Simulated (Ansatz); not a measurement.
# The potential step between two gates: honeycomb GaN bilayer, AB

Two oppositely charged gates put a neutral stack in a displacement field D. The voltage between them is D/ε₀ times an electrical distance, shorter than the real one because the stack screens.

**Method.** Ansatz 0.2.0, plane waves with PAW datasets (its set soft_2), PBE-D3(BJ); isolated slab, charged sheets 5 Å from the outer atoms behind model barriers, atoms held. Voltages count from the uncharged case.

```
  run  D/ε₀ (V/nm)  step in an electron's potential, upper less lower gate (eV)
run 1       −1.810                                                       −1.471
run 2        0.000                                                        0.000
run 3        0.905                                                        0.736
run 4        1.810                                                        1.471
run 5        2.714                                                        2.206
run 6        3.619                                                            ?
```

Q: Estimate the withheld value from the rows shown.

A least-squares line through the 5 rows shown has slope 0.8128 and intercept 0.0001; no row lies more than 0.001 eV off it. The size of the slope, 0.813 nm, is the electrical distance; the sheets are 1.308 nm apart, and screening reaches beyond the outer atoms. At 3.619 it gives 0.8128 × 3.619 + 0.0001 = 2.942 eV, beyond the rows fitted. Rounding and scatter of the rows alone allow about ±0.001 eV there.

The run itself gives 2.940 eV: a miss of −0.002 eV, or 0.1 % of the value. Screening stays linear to within 1 % over this range.

Caveats: The gates are model sheets, not atoms.

[Logs are printed without paths, hosts, clocks, repeated set-up lines and the standing remarks that a program may print on its own settings, such as how far it seeks lower states.]
